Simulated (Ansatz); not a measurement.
**How fast states decay through Na5ClF4**

Aim: relax a made-up compound, Na5ClF4, and see how good a tunnel barrier it would be. It is built by putting F for Br in the Na5Br4Cl structure of space group I4/mmm, with the volume rescaled by atomic radii. The parent structure comes from the Materials Project.

Calculated with Ansatz 0.2.0; r2SCAN DFT, plane waves, PAW files, in the first sound run; inputs show where later runs differ.

This is a report of a sequence of runs, with most program output left out.

The structure was built from a prototype and need not be the compound's stable phase.

## 1. The starting structure

The structure is tetragonal, space group I4/mmm (No. 139). The conventional cell has a = 3.781 Å, b = 3.781 Å, c = 26.737 Å, α = 90.00°, β = 90.00°, γ = 90.00°. Na has 6 F at 2.67 to 2.70 Å nearest. Nearest to Na lie 1 Cl at 2.59 Å and 5 F at 2.67 to 2.73 Å. Na has 2 F at 2.64 Å and 4 Cl at 2.67 Å nearest. F has 6 Na at 2.64 to 2.70 Å nearest. F has 6 Na at 2.67 to 2.73 Å nearest. Nearest to Cl lie 6 Na at 2.59 to 2.67 Å. It derives from Na5Br4Cl. F for Br in the Na5Br4Cl structure of space group I4/mmm. Farther neighbours and most contacts between anions are not listed.

## 2. Cell and atoms at rest

The substituted atoms don't fit the parent's cell, so cell and atoms relax together. A small smearing keeps the run stable in case the gap closes on the way.

The input, input.yaml:

```yaml
crystal:
  lattice:
    - [-1.8907174985, 1.8907174985, 13.3682976448]
    - [1.8907174985, -1.8907174985, 13.3682976448]
    - [1.8907174985, 1.8907174985, -13.3682976448]
  atoms:
    - { symbol: Na, position: [0.80009809, 0.80009809, 0.0] }
    - { symbol: Na, position: [0.19990191, 0.19990191, 0.0] }
    - { symbol: Na, position: [0.59683789, 0.59683789, 0.0] }
    - { symbol: Na, position: [0.0, 0.0, 0.0] }
    - { symbol: Na, position: [0.40316211, 0.40316211, 0.0] }
    - { symbol: F, position: [0.901246, 0.901246, 0.0] }
    - { symbol: F, position: [0.30090236, 0.30090236, 0.0] }
    - { symbol: F, position: [0.69909764, 0.69909764, 0.0] }
    - { symbol: F, position: [0.098754, 0.098754, 0.0] }
    - { symbol: Cl, position: [0.5, 0.5, 0.0] }
kpoints:
  mp_grid: { grid: [8, 8, 8] }
scf:
  occupations: { method: gaussian, width: 0.03 }
hamiltonian:
  xc: r2scan
output:
  forces: true
  stress: true
relax:
  f_tol: 0.02
  max_steps: 60
  cell: {}
```

Started as:

```sh
> ansatz run input.yaml --threads 2 --pin off --max-ram 4096MiB --backend cpu --events-out ev --progress --plain --runs-dir out
```

Run time: 74 s. Hardware: 2 threads of Intel Xeon 6975P-C (Granite Rapids), shared host; peak memory 1.1 GiB; 2.4 min of CPU time.

Step by step:

```
step  energy less that of the first step (eV)  largest force component (eV/Å)  pressure (GPa)  volume (Å³)
   1                                   0.0000                          0.8509           -5.77       191.16
   2                                  -0.9671                          0.4384           -4.34       167.81
   3                                  -1.4750                          0.2004           -0.76       148.38
   4                                  -1.5244                          0.1016            0.17       145.56
   5                                  -1.5274                          0.0480            0.05       145.93
   6                                  -1.5278                          0.0033            0.02       146.07
  7*                                  -1.5097                          0.0027            0.01       146.07
```

Relaxation steps marked * repeat the geometry before them on a plane-wave basis chosen anew for their cell, so energy and pressure can jump there.

Forces are held to the 16 operations that the run works with; a distortion that breaks them can't arise in this run.

```
conventional cell, symmetrised  before   after   change
                         a (Å)   3.781   3.491   -7.7 %
                         b (Å)   3.781   3.491   -7.7 %
                         c (Å)  26.737  23.965  -10.4 %
              volume (Å³/atom)   19.12   14.61  -23.6 %
```

The atoms that moved most (Å, as changes of fractional coordinates times the final cell):

```
atom     dx     dy      dz  length
 Na3  0.000  0.000   0.347   0.347
 Na5  0.000  0.000  -0.347   0.347
  F6  0.000  0.000  -0.228   0.228
  F9  0.000  0.000   0.228   0.228
  F7  0.000  0.000  -0.112   0.112
  F8  0.000  0.000   0.112   0.112
 Na1  0.000  0.000  -0.068   0.068
 Na2  0.000  0.000   0.068   0.068
```

Numbers from this step:

```yaml
free_energy: -11780.8506 eV
fermi_energy: 3.898 eV
pressure: 0.01119 GPa
```

The largest force component on a free atom ends at 0.0027 eV/Å.

## 3. Band edges

The energy window and the wavevectors of the next steps follow from the band edges, so these are searched first, off the mesh as well.

The input, input.yaml:

```yaml
crystal:
  lattice:
    - [-1.7457223306, 1.7457223306, 11.9825738703]
    - [1.7457223306, -1.7457223306, 11.9825738703]
    - [1.7457223306, 1.7457223306, -11.9825738703]
  atoms:
    - { symbol: Na, position: [0.7972719846, 0.7972719846, 0.0] }
    - { symbol: Na, position: [0.2027280154, 0.2027280154, 0.0] }
    - { symbol: Na, position: [0.6112978295, 0.6112978295, 0.0] }
    - { symbol: Na, position: [0.0, 0.0, 0.0] }
    - { symbol: Na, position: [0.3887021705, 0.3887021705, 0.0] }
    - { symbol: F, position: [0.8917142697, 0.8917142697, 0.0] }
    - { symbol: F, position: [0.2962340509, 0.2962340509, 0.0] }
    - { symbol: F, position: [0.7037659491, 0.7037659491, 0.0] }
    - { symbol: F, position: [0.1082857303, 0.1082857303, 0.0] }
    - { symbol: Cl, position: [0.5, 0.5, 0.0] }
kpoints:
  mp_grid: { grid: [8, 8, 8] }
  band_path: { path: [VBM, CBM], npoints: 30 }
scf:
  occupations: { method: fixed }
hamiltonian:
  xc: r2scan
output:
  eigenvalues: true
  write_potential: true
  write_density: true
  volumetric_format: npy
```

Wall time 22 s (2 threads); peak memory 1 GiB.

Numbers from this step:

- Fermi energy: 0.8684 eV
- gap on the k-mesh: 6.059 eV
- gap on path: 6.059 eV, by band count; negative where bands overlap
- direct gap on path: 6.059 eV
- edge places on path: 0, 0 1/A along the path

Levels at VBM (eV): -1.82, -1.76, -1.33, -1.16, -1.16, -1.09, -0.95, -0.95, -0.69, -0.69, -0.69, -0.69, -0.47, 0.00, 0.00, 6.06, 7.64.

The searched edges give 6.06 eV, as on the mesh.

## 4. Complex bands

This step: r2SCAN DFT, plane waves, PAW files; complex bands by layer matching along the plane's normal (Ansatz 0.2.0).

The same crystal is laid in a cell whose first two vectors span the (001) plane (indices of the standard conventional cell, whose axes can be ordered otherwise than in the bulk input). At fixed energy and wavevector in the plane the solver finds all kz, real and complex. A few wavevectors are listed, (0, 0) and (0.5, 0) in units of the plane's reciprocal vectors; the slowest state needn't be among them.

The input, input.yaml:

```yaml
crystal:
  lattice:
    - [3.491444661, 0.0, 0.0]
    - [0.0, 3.491444661, 0.0]
    - [1.745722331, 1.745722331, 11.98257387]
  atoms:
    - { symbol: Na, position: [0.2027280154, 0.2027280154, 0.5945439692] }
    - { symbol: Na, position: [0.7972719846, 0.7972719846, 0.4054560308] }
    - { symbol: Na, position: [0.3887021705, 0.3887021705, 0.222595659] }
    - { symbol: Na, position: [0.0, 0.0, 0.0] }
    - { symbol: Na, position: [0.6112978295, 0.6112978295, 0.777404341] }
    - { symbol: F, position: [0.1082857303, 0.1082857303, 0.7834285394] }
    - { symbol: F, position: [0.7037659491, 0.7037659491, 0.5924681018] }
    - { symbol: F, position: [0.2962340509, 0.2962340509, 0.4075318982] }
    - { symbol: F, position: [0.8917142697, 0.8917142697, 0.2165714606] }
    - { symbol: Cl, position: [0.5, 0.5, 0.0] }
kpoints:
  mp_grid: { grid: [8, 8, 8] }
scf:
  occupations: { method: fixed }
hamiltonian:
  xc: r2scan
output:
  eigenvalues: true
  transmission:
    leads: [[0, 0]]
    kpoints: [[0.0, 0.0], [0.5, 0.0]]
    e_range: [-1.0, 7.06]
    de: 0.2
```

Elapsed: 16 s, on 2 threads; peak memory 0.91 GiB; 31 s of CPU time.

This step gave:

* level to which the leads are filled: 3.030 eV from the Fermi level
* decay constant at the filling level, zone centre: 0.5128 Å⁻¹
* decay constant at the filling level, slowest listed point: 0.5128 Å⁻¹

K parallel (0, 0); values up to 1.5 1/Å, a degenerate pair printed once or twice; energies at which all values exceed this have no row. The Im kz of the slowest decaying states by energy, zero at the highest filled level on the SCF mesh:

```
energy (eV)  decay 1 (Å⁻¹)  decay 2 (Å⁻¹)  decay 3 (Å⁻¹)  decay 4 (Å⁻¹)
      -1.00          0.330          0.845              -              -
      -0.60         0.0245          0.308          0.891              -
      -0.20          0.264          0.576          0.924              -
       0.00         0.0894          0.330          0.936              -
       0.20          0.376          0.706          0.947              -
       0.60          0.438          0.874          0.965              -
       1.00          0.478          0.967          0.978              -
       1.40          0.502          0.989           1.03              -
       1.80          0.517          0.996           1.08              -
       2.20          0.522           1.00           1.11              -
       2.60          0.521           1.00           1.14              -
       3.00          0.513           1.01           1.16              -
       3.40          0.498           1.00           1.18           1.47
       3.80          0.476           1.00           1.19           1.43
       4.20          0.447          1.000           1.20           1.39
       4.60          0.409          0.995           1.21           1.36
       5.00          0.360          0.989           1.21           1.32
       5.40          0.293          0.982           1.21           1.27
       5.80          0.190          0.973           1.21           1.23
       6.20          0.963           1.19           1.21              -
       6.60         0.0584          0.951           1.14           1.21
       7.00          0.939           1.09           1.21           1.48
```

K parallel (0.5, 0); values up to 1.5 1/Å, a degenerate pair printed once or twice; energies at which all values exceed this have no row. Im kz of the slowest decaying states against energy, zero at the highest filled level on the SCF mesh:

```
energy (eV)  decay 1 (Å⁻¹)  decay 2 (Å⁻¹)  decay 3 (Å⁻¹)
      -1.00          0.106           1.11              -
      -0.80          0.174           1.16              -
      -0.60          0.255           1.23              -
      -0.40          0.518           1.33           1.48
      -0.20          0.655           1.36           1.42
       0.00          0.773           1.36           1.37
       0.20          0.890           1.29           1.48
       0.60           1.08           1.16              -
       0.80           1.06           1.19              -
       1.00           1.04           1.23              -
       1.20           1.02           1.25              -
       1.40           1.01           1.28              -
       1.60          0.998           1.29              -
       1.80          0.990           1.31              -
       2.00          0.984           1.32              -
       2.20          0.979           1.32              -
       2.40          0.974           1.33              -
       2.60          0.970           1.33              -
       2.80          0.966           1.33              -
       3.20          0.958           1.33              -
       3.40          0.954           1.33              -
       3.60          0.949           1.32              -
       3.80          0.944           1.32              -
       4.00          0.939           1.32              -
       4.20          0.933           1.31              -
       4.40          0.926           1.31              -
       4.60          0.919           1.31              -
       4.80          0.911           1.30              -
       5.00          0.903           1.30              -
       5.20          0.893           1.30              -
       5.40          0.883           1.29              -
       5.80          0.860           1.29              -
       6.00          0.846           1.29              -
       6.20          0.832           1.29              -
       6.40          0.816           1.29              -
       6.60          0.798           1.30              -
       6.80          0.779           1.30              -
       7.00          0.758           1.31              -
```

At the listed wavevectors the last open channel is at -1.00 eV and the next at +6.20 eV on the grid, wider than the gap, since narrow bands can fall between grid energies. At +3.00 eV, the grid energy nearest the filling level (the middle of the gap on the SCF mesh), the slowest state at the listed wavevectors decays with κ = 0.513 Å⁻¹, its amplitude falling by e over 2.0 Å. Through 1 nm of this crystal that state's transmission falls by exp(−2 × 0.513 Å⁻¹ × 10 Å) = 3.5e-5.

## 5. Decay over the two-dimensional zone

The listed points could miss the slowest state, so one energy near mid-gap is solved on a mesh of 8×8.

input.yaml, as its differences from that of step 4:

```diff
@@ -24,6 +24,2 @@
   eigenvalues: true
-  transmission:
-    leads: [[0, 0]]
-    kpoints: [[0.0, 0.0], [0.5, 0.0]]
-    e_range: [-1.0, 7.06]
-    de: 0.2
+  transmission: { leads: [[0, 0]], kmesh: [8, 8], e_range: [3.03, 3.04], de: 0.05 }
```

Elapsed: 17 s, on 2 threads; peak memory 0.9 GiB; 32 s of CPU time.

Numbers from this step:

| Quantity | Value |
| --- | --- |
| least decay constant on the mesh | 0.5119 Å⁻¹ |

Slowest decay constant (1/Å; 0 where a channel is open) over k1 and k2. At 3.0300 eV from the Fermi level.

Ten even steps from '0' (0.512) to '9' (0.962):
```
87899987
88554558
99521259
99410149
99521259
88554558
87899987
78899988
```
Columns: k1 (b1) from -0.5 to 0.375; rows upwards: k2 (b2) from -0.5 to 0.375.

The least value on the mesh is 0.512 Å⁻¹ at +3.03 eV. At that energy the listed points give about 0.512 Å⁻¹ by interpolation, so the mesh holds no clearly slower state.

## 6. What came out

- band gap: 6.06 eV
- least decay constant at mid-gap, normal to (001): 0.513 Å⁻¹
- least decay constant on a mesh, normal to (001): 0.512 Å⁻¹

What this shows: With r2SCAN, the slowest decay at the wavevectors tried is κ = 0.513 Å⁻¹, normal to (001). Through such a film the transmission near mid-gap falls as exp(−2κd), a factor of ten every 2.2 Å. A free electron under a barrier of half the gap would need a mass of 0.33 mₑ to decay at this rate. The compound is made up by substitution; its stability against other phases and against distortions of the cell's symmetry was not tested. r2SCAN still narrows gaps, if less than LDA and GGA do, so real decay constants are likely larger.

[Logs are printed without paths, hosts, clocks, repeated set-up lines and the standing remarks that a program may print on its own settings, such as how far it seeks lower states.]

[Hosts, paths, dates, database ids (printed as entryN), source tags and the programs' standing remarks are cut or masked in the printed files.]
